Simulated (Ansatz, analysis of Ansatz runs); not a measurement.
# Reproducing a measured vacancy formation: monovacancy in Cu

How near does this set-up come to the measured vacancy formation? Subject: monovacancy in Cu. Set-up: PBEsol, 64-site cell, PBEsol lattice, 420 eV, k: 3x3x3 Gamma-centred. The model is a cell of 64 host atoms with 1 Cu taken out. The formation energy is the energy of the cell with the vacancy less that of the same number of atoms in the perfect cell. A local or semilocal functional is the cheapest first rung.

What was measured. Vacancy formation energy: 1.28 eV (quoted in “Nonuniversal structure of point defects in face-centered cubic metals”, 2021, Pui-Wai Ma and S. L. Dudarev, quoting earlier work (1991)). Vacancy formation energy: 1.19 eV (quoted in “Vacancy-formation energies for fcc and bcc transition metals”, 1995, T. Korhonen, M. J. Puska, R. M. Nieminen, quoting earlier work (1992)).

Main program and level: Ansatz 0.2.0; plane-wave PAW DFT, PBEsol; relaxation of all atoms of a defect supercell.

### 1. The structure

The cell holds 63 atoms: 63 Cu. Its edges and angles: a = 10.081 Å, b = 10.081 Å, c = 10.081 Å, α = 60.0°, β = 60.0°, γ = 60.0°. It derives from Cu (space group Fm-3m). Nearest the centre at fractional (0.500, 0.500, 0.500): Cu31 at 2.52 Å, Cu54 at 2.52 Å, Cu27 at 2.52 Å, Cu28 at 2.52 Å, Cu40 at 2.52 Å, Cu45 at 2.52 Å, Cu39 at 2.52 Å, Cu57 at 2.52 Å.

The host's primitive cell comes from a first run (plane-wave PAW DFT, PBEsol; relaxation of the host's cell and atoms): vectors of 2.520, 2.520 and 2.520 Å. That is 11.32 Å³ an atom, 4.2 % under the diffraction cell's volume. The supercell is built on it.

### 2. Relaxation, charge 0

Every later number rests on the structure around the defect, so the atoms are relaxed at the host's lattice first.

The input, relax/input.yaml:

```yaml
relax:
  f_tol: 0.02
  max_steps: 80
  escape_saddle: false
crystal:
  lattice:
    - [0.0, 7.12805788, 7.12805788]
    - [7.12805788, 0.0, 7.12805788]
    - [7.12805788, 7.12805788, 0.0]
  atoms:
    - { symbol: Cu, position: [0.0, 0.0, 0.0] }
    - { symbol: Cu, position: [0.0, 0.0, 0.25] }
    - { symbol: Cu, position: [0.0, 0.0, 0.5] }
    - { symbol: Cu, position: [0.0, 0.0, 0.75] }
    - { symbol: Cu, position: [0.0, 0.25, 0.0] }
    - { symbol: Cu, position: [0.0, 0.25, 0.25] }
    - { symbol: Cu, position: [0.0, 0.25, 0.5] }
    - { symbol: Cu, position: [0.0, 0.25, 0.75] }
    - { symbol: Cu, position: [0.0, 0.5, 0.0] }
    - { symbol: Cu, position: [0.0, 0.5, 0.25] }
    - { symbol: Cu, position: [0.0, 0.5, 0.5] }
    - { symbol: Cu, position: [0.0, 0.5, 0.75] }
    - { symbol: Cu, position: [0.0, 0.75, 0.0] }
    - { symbol: Cu, position: [0.0, 0.75, 0.25] }
    - { symbol: Cu, position: [0.0, 0.75, 0.5] }
    - { symbol: Cu, position: [0.0, 0.75, 0.75] }
    - { symbol: Cu, position: [0.25, 0.0, 0.0] }
    - { symbol: Cu, position: [0.25, 0.0, 0.25] }
    - { symbol: Cu, position: [0.25, 0.0, 0.5] }
    - { symbol: Cu, position: [0.25, 0.0, 0.75] }
    - { symbol: Cu, position: [0.25, 0.25, 0.0] }
    - { symbol: Cu, position: [0.25, 0.25, 0.25] }
    - { symbol: Cu, position: [0.25, 0.25, 0.5] }
    - { symbol: Cu, position: [0.25, 0.25, 0.75] }
    - { symbol: Cu, position: [0.25, 0.5, 0.0] }
    - { symbol: Cu, position: [0.25, 0.5, 0.25] }
    - { symbol: Cu, position: [0.25, 0.5, 0.5] }
    - { symbol: Cu, position: [0.25, 0.5, 0.75] }
    - { symbol: Cu, position: [0.25, 0.75, 0.0] }
    - { symbol: Cu, position: [0.25, 0.75, 0.25] }
    - { symbol: Cu, position: [0.25, 0.75, 0.5] }
    - { symbol: Cu, position: [0.25, 0.75, 0.75] }
    - { symbol: Cu, position: [0.5, 0.0, 0.0] }
    - { symbol: Cu, position: [0.5, 0.0, 0.25] }
    - { symbol: Cu, position: [0.5, 0.0, 0.5] }
    - { symbol: Cu, position: [0.5, 0.0, 0.75] }
    - { symbol: Cu, position: [0.5, 0.25, 0.0] }
    - { symbol: Cu, position: [0.5, 0.25, 0.25] }
    - { symbol: Cu, position: [0.5, 0.25, 0.5] }
    - { symbol: Cu, position: [0.5, 0.25, 0.75] }
    - { symbol: Cu, position: [0.5, 0.5, 0.0] }
    - { symbol: Cu, position: [0.5, 0.5, 0.25] }
    - { symbol: Cu, position: [0.5, 0.5, 0.75] }
    - { symbol: Cu, position: [0.5, 0.75, 0.0] }
    - { symbol: Cu, position: [0.5, 0.75, 0.25] }
    - { symbol: Cu, position: [0.5, 0.75, 0.5] }
    - { symbol: Cu, position: [0.5, 0.75, 0.75] }
    - { symbol: Cu, position: [0.75, 0.0, 0.0] }
    - { symbol: Cu, position: [0.75, 0.0, 0.25] }
    - { symbol: Cu, position: [0.75, 0.0, 0.5] }
    - { symbol: Cu, position: [0.75, 0.0, 0.75] }
    - { symbol: Cu, position: [0.75, 0.25, 0.0] }
    - { symbol: Cu, position: [0.75, 0.25, 0.25] }
    - { symbol: Cu, position: [0.75, 0.25, 0.5] }
    - { symbol: Cu, position: [0.75, 0.25, 0.75] }
    - { symbol: Cu, position: [0.75, 0.5, 0.0] }
    - { symbol: Cu, position: [0.75, 0.5, 0.25] }
    - { symbol: Cu, position: [0.75, 0.5, 0.5] }
    - { symbol: Cu, position: [0.75, 0.5, 0.75] }
    - { symbol: Cu, position: [0.75, 0.75, 0.0] }
    - { symbol: Cu, position: [0.75, 0.75, 0.25] }
    - { symbol: Cu, position: [0.75, 0.75, 0.5] }
    - { symbol: Cu, position: [0.75, 0.75, 0.75] }
basis:
  ecutwfc: 420
  xc_grid: 2
hamiltonian:
  xc: pbesol
kpoints:
  mp_grid: { grid: [3, 3, 3] }
scf:
  occupations: { method: methfessel_paxton, width: 0.1 }
  max_iter: 120
output:
  forces: true
checkpoint:
  write: "../relax.run"
  compress: false
  write_wavefunctions: true
  write_every: 100000
```

Launch:

```sh
ansatz run input.yaml --threads 4 --pin off --max-ram 14131MiB --backend cpu --events-out ev --progress --plain --runs-dir out
```

Numbers of over 12 decimals in the logs are rounded to 6 here.

The program printed:

```text
[... repeated set-up lines and file paths are left out, and long positions are rounded to six places ...]
Engine: ansatz 0.2.0, x86_64-unknown-linux-gnu
Pseudopotentials: kind: paw
Pseudopotential: Cu, paw, valence charge 19, recommended cutoff 420 eV (normal), Cu.paw.azcp
Functional definition: PBEsol
  exchange = pbesol_x
  correlation = pbesol_c
Crystal: 63 atoms, lattice volume = 724.342 Å³
Basis set: ecut = 420 eV, 14163 PW (Γ), exchange–correlation on 144×144×144 points (8 copies of the dense FFT grid, shifted against one another)
Bands: 719, of which v1, the nominal top of the filled ones, is band 599 counted from 1 (598 counted from 0)
Symmetry: 48 space group operations
Space group: Fm-3m (ITA 225), of the structure as read, at distance tolerance 9.0e-5 Å
k-points: 4 of 27
Non-local potential: Cu, projectors of the file, l = 0: 3, l = 1: 2, l = 2: 3, l = 3: 1
PAW form: soft (Blöchl's): semilocal exchange-correlation on the pseudo side does not see the compensation charge
PAW frozen core: Cu, regenerated for the run's functional, and the local potential with it (the file was generated under x = pbe(κ = 0.804, μ = 0.219515), c = pbe(β = 0.066725))
PAW one-centre angular grid: Cu, 590 points (default); XC on 64 Gauss nodes
Initial density: superposition of atomic densities (neutral atoms: chi_scale 0, normalization atom), corrected by the library's trained network
Initial wavefunctions: pseudopotential atomic-orbital guess
Functional: x = pbesol(κ = 0.804, μ = 0.123457), c = pbesol(β = 0.046)
SCF iter   1: F=—  HF=-415091.514973 eV  |F-HF|=—  |Δ(HF+E_count)|=         —  Δρ=2.15e-2  dr2=1.76e0  ethr=1.77e-3  ⟨swp⟩=5.0  Hψ=9523  notcnv=0  defer=169
preconditioner: auto → Kerker (q_TF=auto, 2.967 Å⁻¹)  [metal: Δε(μ)=0.037 eV  Ē_g=10.265 eV  σ=0.100 eV  W_gap=0.30  n_scr=330 (ndim 8)  ℏωp=36.3 eV  f_vac=0.007  D(μ)=16.83/eV (n_scr^D=112)]
SCF iter   2: F=—  HF=-415091.135603 eV  |F-HF|=—  |Δ(HF+E_count)|=   3.79e-1  S|Δr|=    0.00e0  Δρ=2.45e-3  dr2=4.17e-2  ethr=1.47e-4  ⟨swp⟩=2.0  Hψ=4547  notcnv=0  defer=424
SCF iter   3: F=—  HF=-415091.119031 eV  |F-HF|=—  |Δ(HF+E_count)|=   1.66e-2  S|Δr|=    0.00e0  Δρ=2.41e-3  dr2=3.50e-2  ethr=3.48e-6  ⟨swp⟩=2.8  Hψ=4686  notcnv=0  defer=424
SCF iter   4: F=—  HF=-415091.108107 eV  |F-HF|=—  |Δ(HF+E_count)|=   1.09e-2  S|Δr|=    0.00e0  Δρ=3.18e-4  dr2=1.75e-3  ethr=2.93e-6  ⟨swp⟩=2.0  Hψ=3659  notcnv=0  defer=424
SCF iter   5: F=—  HF=-415091.108213 eV  |F-HF|=—  |Δ(HF+E_count)|=   1.06e-4  S|Δr|=    0.00e0  Δρ=2.04e-4  dr2=3.79e-4  ethr=1.47e-7  ⟨swp⟩=2.0  Hψ=3808  notcnv=0  defer=424
SCF iter   6: F=—  HF=-415091.108156 eV  |F-HF|=—  |Δ(HF+E_count)|=   5.63e-5  S|Δr|=    0.00e0  Δρ=1.23e-4  dr2=2.22e-4  ethr=3.17e-8  ⟨swp⟩=2.0  Hψ=3954  notcnv=0  defer=424
SCF iter   7: F=—  HF=-415091.108139 eV  |F-HF|=—  |Δ(HF+E_count)|=   1.70e-5  S|Δr|=    0.00e0  Δρ=2.47e-5  dr2=1.09e-5  ethr=1.85e-8  ⟨swp⟩=2.0  Hψ=3622  notcnv=0  defer=424
SCF iter   8: F=-415091.108136 eV  HF=-415091.108138 eV  |F-HF|=2.27e-6  |Δ(HF+E_count)|=   1.05e-6  S|Δr|=    0.00e0  Δρ=1.01e-5  dr2=2.90e-6  ethr=8.35e-10  ⟨swp⟩=3.2  Hψ=7210  notcnv=0
SCF 1 converged in 8 iterations: F = -415091.108136 eV  dr2 = 2.90e-6
  greatest PAW one-centre occupation: 1.000 electrons in one spin orbital (limit 2), on the Cu atom at site 57 (counted from 0), in its partial waves of l = 0
relax step   1: F+E_penalty+E_count = -415091.10813610 eV  Δ(F+E_penalty+E_count) = +0.000e0 eV  max|allowed force component| = 1.261e-1 eV/Å  Δτ_max = 0.0000 Å  (8 SCF iters, dr2 threshold 1.00e-5 eV, accepted)
[... the SCF cycles and remarks between the steps are left out from here to the last step ...]
relax step   2: F+E_penalty+E_count = -415091.12550450 eV  Δ(F+E_penalty+E_count) = -1.737e-2 eV  max|allowed force component| = 8.553e-2 eV/Å  Δτ_max = 0.0083 Å  (7 SCF iters, dr2 threshold 9.94e-7 eV, accepted)
relax step   3: F+E_penalty+E_count = -415091.13925170 eV  Δ(F+E_penalty+E_count) = -1.375e-2 eV  max|allowed force component| = 3.662e-3 eV/Å  Δτ_max = 0.0171 Å  (8 SCF iters, dr2 threshold 4.57e-7 eV, accepted)
iter 1 solved again at ethr=3.61e-11 eV; its pass at ethr=3.10e-3 eV (dr2=4.32e-7 eV) is discarded
SCF iter   1: F=—  HF=-415091.139282 eV  |F-HF|=—  |Δ(HF+E_count)|=         —  Δρ=8.79e-6  dr2=4.32e-7  ethr=3.61e-11  ⟨swp⟩=1.0  Hψ=7949  notcnv=0  defer=396
SCF iter   2: F=-415091.139252 eV  HF=-415091.139252 eV  |F-HF|=3.23e-8  |Δ(HF+E_count)|=   2.97e-5  S|Δr|=    0.00e0  Δρ=2.29e-6  dr2=8.72e-8  ethr=8.35e-12  ⟨swp⟩=2.0  Hψ=9973  notcnv=0
SCF 4 converged in 2 iterations: F = -415091.139252 eV  dr2 = 8.72e-8
relax step   4: F+E_penalty+E_count = -415091.13925212 eV  Δ(F+E_penalty+E_count) = -4.143e-7 eV  max|allowed force component| = 3.659e-3 eV/Å  Δτ_max = 0.0000 Å  (2 SCF iters, accepted)
NSCF: frozen V_eff on 4 k-points
the band table was solved once a step of the walk had ended and its energy, with any forces and stress, was formed, with the checks that follow a solve (8365 applications of the Hamiltonian). They found nothing against the state; [...]
SCF converged after 2 iterations
Stability not checked: this state was not tested for a lower state beside it, because cold or Methfessel-Paxton smearing, or corrected tetrahedra, fill the levels in a way that the test cannot read (fill_not_monotonic; see scf.lower_state_search)
Free energy (F): -415091.139252 eV
Harris-Foulkes:  -415091.139252 eV  (|F-HF|=3.23e-8)
Internal energy: -415091.168033 eV  (E = F + TS)
E sigma→0 (E₀):  -415091.146447 eV
Entropy (-TS):   0.028780 eV (0.457 meV/atom)
Fermi energy:    17.068395 eV
--- Per-component energies (eV) ---
  E_band       = -22178.197573
  E_kinetic    = 18933.254563
  E_local      = -254291.564570  (includes V_loc(G=0)·N_el)
  E_nonlocal   = 24639.888512
  E_hartree    = 112046.097985
  E_xc         = -5626.874963
  E_vxc        = -7293.829115  (∫ρ·V_xc dr)
  E_paw        = -102429.143164  (= ΣΔE_a)
  E_vpaw       = -28258.171349  (= ΣTr[D̂ρ^β])
  E_aug_tail   = 0.013845  (compensation charges beyond the density's cutoff)
  E_ewald      = -208375.830978
  E_core_change = 12.990738  (= ΣΔE_core)
  E_smearing   = 0.028780  (= −TS)
  E_closure    = 0.000000  (closes the sum)
  Σ components = -415091.139252   (vs F -415091.139252, Δ=0.00e0)
--- Forces (eV/Å), atoms counted from 1 ---
  atom   1  Cu     0.00000000    -0.00000000     0.00000000
  atom   2  Cu     0.00095545     0.00095545     0.00000000
  [... 24 atoms left out ...]
  atom  27  Cu    -0.00000000    -0.00105453    -0.00105453
  atom  28  Cu     0.00105453    -0.00000000    -0.00105453
  [... 2 atoms left out ...]
  atom  31  Cu     0.00105453    -0.00105453     0.00000000
  [... 7 atoms left out ...]
  atom  39  Cu    -0.00105453     0.00000000    -0.00105453
  atom  40  Cu    -0.00000000     0.00105453    -0.00105453
  [... 2 atoms left out ...]
  atom  43  Cu     0.00105453     0.00105453    -0.00000000
  [... 1 atom left out ...]
  atom  45  Cu     0.00000000    -0.00105453     0.00105453
  atom  46  Cu     0.00105453    -0.00000000     0.00105453
  [... 7 atoms left out ...]
  atom  54  Cu    -0.00105453     0.00105453     0.00000000
  [... 3 atoms left out ...]
  atom  58  Cu    -0.00000000     0.00105453     0.00105453
  [... 5 atoms left out ...]
  max |Σ_I F_I| component: 8.13e-18 eV/Å
--- Band table (eV) ---
  k-point 0: bands = ["-95.2104", "-95.1969", "-95.1935", "-95.1935", [... 711 left out ...] "30.0350", "30.0350", "30.0350", "30.0437"]
  k-point 1: bands = ["-95.2104", "-95.1962", "-95.1946", "-95.1934", [... 711 left out ...] "29.8778", "29.8945", "29.9647", "29.9647"]
  [... further k-points left out ...]
--- Relaxed structure (4 steps of the walk, 4 accepted, 0 SCFs on fresh bases) ---
  F+E_penalty+E_count = -415091.13925212 eV   max|allowed force component| = 3.659e-3 eV/Å
  atoms:
    - { symbol: Cu, position: [0, 0, 0] }
    - { symbol: Cu, position: [0, 0, 0.249664] }
    [... 24 atoms left out ...]
    - { symbol: Cu, position: [0.252521, 0.5, 0.5] }
    - { symbol: Cu, position: [0.252521, 0.5, 0.747479] }
    [... 2 atoms left out ...]
    - { symbol: Cu, position: [0.252521, 0.747479, 0.5] }
    [... 7 atoms left out ...]
    - { symbol: Cu, position: [0.5, 0.252521, 0.5] }
    - { symbol: Cu, position: [0.5, 0.252521, 0.747479] }
    [... 2 atoms left out ...]
    - { symbol: Cu, position: [0.5, 0.5, 0.747479] }
    [... 1 atom left out ...]
    - { symbol: Cu, position: [0.5, 0.747479, 0.252521] }
    - { symbol: Cu, position: [0.5, 0.747479, 0.5] }
    [... 7 atoms left out ...]
    - { symbol: Cu, position: [0.747479, 0.252521, 0.5] }
    [... 3 atoms left out ...]
    - { symbol: Cu, position: [0.747479, 0.5, 0.5] }
    [... 5 atoms left out ...]
```

It took 2.6 min on 4 threads of AMD EPYC 7R13 (Zen 3), shared host; peak memory 10 GiB; 10 min of CPU time.

Relaxation path:

```
step  energy less that of the first step (eV)  largest force component (eV/Å)
   1                                   0.0000                          0.1261
   2                                  -0.0174                          0.0855
   3                                  -0.0311                          0.0037
   4                                  -0.0311                          0.0037
```

The run keeps the 48 symmetry operations that it works with, so distortions that break them were not tested.

The atoms that moved most (Å):

```
atom      dx      dy      dz  length
Cu31  -0.018   0.018   0.000   0.025
Cu28  -0.018   0.000   0.018   0.025
Cu27   0.000   0.018   0.018   0.025
Cu45   0.000   0.018  -0.018   0.025
Cu42   0.018   0.018   0.000   0.025
Cu43  -0.018  -0.018   0.000   0.025
Cu40   0.000  -0.018   0.018   0.025
Cu58   0.000  -0.018  -0.018   0.025
```

The atoms nearest to the centre after the run:

```
atom  distance (Å)
Cu31         2.495
Cu28         2.495
Cu27         2.495
Cu45         2.495
Cu42         2.495
Cu43         2.495
Cu40         2.495
Cu58         2.495
Cu54         2.495
Cu57         2.495
Cu46         2.495
Cu39         2.495
```

This step gave:

| Item | Value |
| --- | --- |
| free energy | -415091.1393 eV |
| smearing term TS | -0.02878 eV |

The relaxation ends 0.5 meV an atom lower, with a largest force component of 0.0037 eV/Å.

### 3. Defect-free supercell

The perfect cell is run with the same cutoff and k-points as the defect cell, so that sampling errors largely cancel in the difference.

This step: plane-wave PAW DFT, PBEsol; single point of the defect-free supercell.

System of this step: The cell holds 64 atoms: 64 Cu. Cell: a = 10.081 Å, b = 10.081 Å, c = 10.081 Å, α = 60.0°, β = 60.0°, γ = 60.0°.

The input, host/input.yaml:

```yaml
crystal:
  lattice:
    - [0.0, 7.1280578849, 7.1280578849]
    - [7.1280578849, 0.0, 7.1280578849]
    - [7.1280578849, 7.1280578849, 0.0]
  atoms:
    - { symbol: Cu, position: [0.0, 0.0, 0.0] }
    - { symbol: Cu, position: [0.0, 0.0, 0.25] }
    - { symbol: Cu, position: [0.0, 0.0, 0.5] }
    - { symbol: Cu, position: [0.0, 0.0, 0.75] }
    - { symbol: Cu, position: [0.0, 0.25, 0.0] }
    - { symbol: Cu, position: [0.0, 0.25, 0.25] }
    - { symbol: Cu, position: [0.0, 0.25, 0.5] }
    - { symbol: Cu, position: [0.0, 0.25, 0.75] }
[... 50 atom lines left out ...]
    - { symbol: Cu, position: [0.75, 0.5, 0.5] }
    - { symbol: Cu, position: [0.75, 0.5, 0.75] }
    - { symbol: Cu, position: [0.75, 0.75, 0.0] }
    - { symbol: Cu, position: [0.75, 0.75, 0.25] }
    - { symbol: Cu, position: [0.75, 0.75, 0.5] }
    - { symbol: Cu, position: [0.75, 0.75, 0.75] }
basis:
  ecutwfc: 420
  xc_grid: 2
hamiltonian:
  xc: pbesol
kpoints:
  mp_grid: { grid: [3, 3, 3] }
scf:
  occupations: { method: methfessel_paxton, width: 0.1 }
  max_iter: 120
output:
  forces: true
```

The program printed:

```text
[...]
Crystal: 64 atoms, lattice volume = 724.342 Å³
Basis set: ecut = 420 eV, 14163 PW (Γ), exchange–correlation on 144×144×144 points (8 copies of the dense FFT grid, shifted against one another)
Bands: 672, of which v1, the nominal top of the filled ones, is band 608 counted from 1 (607 counted from 0)
Symmetry: 3072 space group operations
[...]
k-points: 4 of 27
[...]
SCF iter   1: F=—  HF=-421681.664092 eV  |F-HF|=—  |Δ(HF+E_count)|=         —  Δρ=2.09e-2  dr2=1.63e0  ethr=1.77e-3  ⟨swp⟩=3.8  Hψ=7309  notcnv=0  defer=64
[...]
SCF iter   7: F=-421681.279031 eV  HF=-421681.279031 eV  |F-HF|=1.23e-8  |Δ(HF+E_count)|=   1.58e-6  S|Δr|=    0.00e0  Δρ=2.10e-6  dr2=2.63e-8  ethr=5.96e-11  ⟨swp⟩=4.2  Hψ=8577  notcnv=0
SCF 1 converged in 7 iterations: F = -421681.279031 eV  dr2 = 2.63e-8
[...]
SCF converged after 7 iterations
[...]
Free energy (F): -421681.279031 eV
[...]
Internal energy: -421681.305436 eV  (E = F + TS)
E sigma→0 (E₀):  -421681.285632 eV
Entropy (-TS):   0.026406 eV (0.413 meV/atom)
Fermi energy:    17.449047 eV
[...]
```

Wall time 31 s (4 threads); peak memory 7.4 GiB.

This step gave:

```yaml
free_energy: -421681.2790 eV
smearing_term_ts: -0.02641 eV
```

### 4. Results

| Item | Value |
| --- | --- |
| energy gained by relaxing the atoms | 0.03 eV |
| vacancy formation energy at fixed volume, 0 K | 1.37 eV |
| time of the whole chain | 3.2 min on 4 threads |

Vacancy formation energy: computed 1.37 eV, measured 1.28 eV and 1.19 eV; 0.09 eV above the nearest measurement. The calculation is for 0 K; measured enthalpies come from near the melting point and hold vibrational and anharmonic parts. Semilocal functionals misjudge the energy of a vacancy's internal surface; LDA and PBEsol usually give larger values than PBE.

[Logs are printed without paths, hosts, clocks, repeated set-up lines and the standing remarks that a program may print on its own settings, such as how far it seeks lower states.]

[Hosts, paths, dates, database ids (printed as entryN), source tags and the programs' standing remarks are cut or masked in the printed files.]

[For some hosts the program warned that the k-mesh of the response run may be too coarse for force constants and the static dielectric constant; such warnings are not shown here.]
